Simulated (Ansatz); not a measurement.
An input for Ansatz 0.2.0 (Germanium (I4_1/amd, 2 atoms a cell)):

```yaml
crystal:
  lattice:
    - [0.0, 2.82891, 2.7723318]
    - [2.82891, 0.0, 2.7723318]
    - [2.82891, 2.82891, 0.0]
  atoms:
    - { symbol: Ge, position: [0.0, 0.0, 0.0] }
    - { symbol: Ge, position: [0.25, 0.25, 0.25] }
kpoints:
  mp_grid: { grid: [6, 6, 6] }
hamiltonian:
  xc: r2scan
  pseudopotentials: { kind: paw, azcp: { folder: soft_1 } }
scf:
  occupations: { method: fixed }
gw:
  n_empty_bands: 170
  ecut_chi: 140
  qp_bands: [v2, c2]
  qp_kpoints: band_edges
  screening: { model: contour_deformation }
```

```sh
ansatz run input.yaml --threads 3 --pin off --max-ram 92160MiB --backend cuda --events-out ev --progress --plain --runs-dir out --devices 1 --max-vram 13GiB
```

Estimate wall time and host memory on 1 × NVIDIA H100 80GB HBM3 (shared by 6 runs) with 3 threads of AMD EPYC 7R13 (Zen 3), shared host.

It took 30 s; on shared hardware allow 15 s to 60 s. Peak host memory was 1.4 GiB. The sizes that set the cost: 1115 plane waves a state, 30 irreducible k points, 184 bands summed, 169 plane waves in the screening and 6 SCF cycles.

The screening grows as filled bands × empty bands × pairs of k points, times the square of the screening basis for the matrix.

[Paths, hosts, dates, memory and timing lines, banners, echoed tables and standing remarks are left out of the program output.]

[Logs are printed without paths, hosts, clocks, repeated set-up lines and the standing remarks that a program may print on its own settings, such as how far it seeks lower states.]

[Runs of the session that timed out or met a known fault of the program may be left out.]

[Cells called generated may have been cut or substituted from an entry of the Crystallography Open Database or the Materials Project.]

[Hosts, paths, dates, database ids (printed as entryN), source tags and the programs' standing remarks are cut or masked in the printed files.]
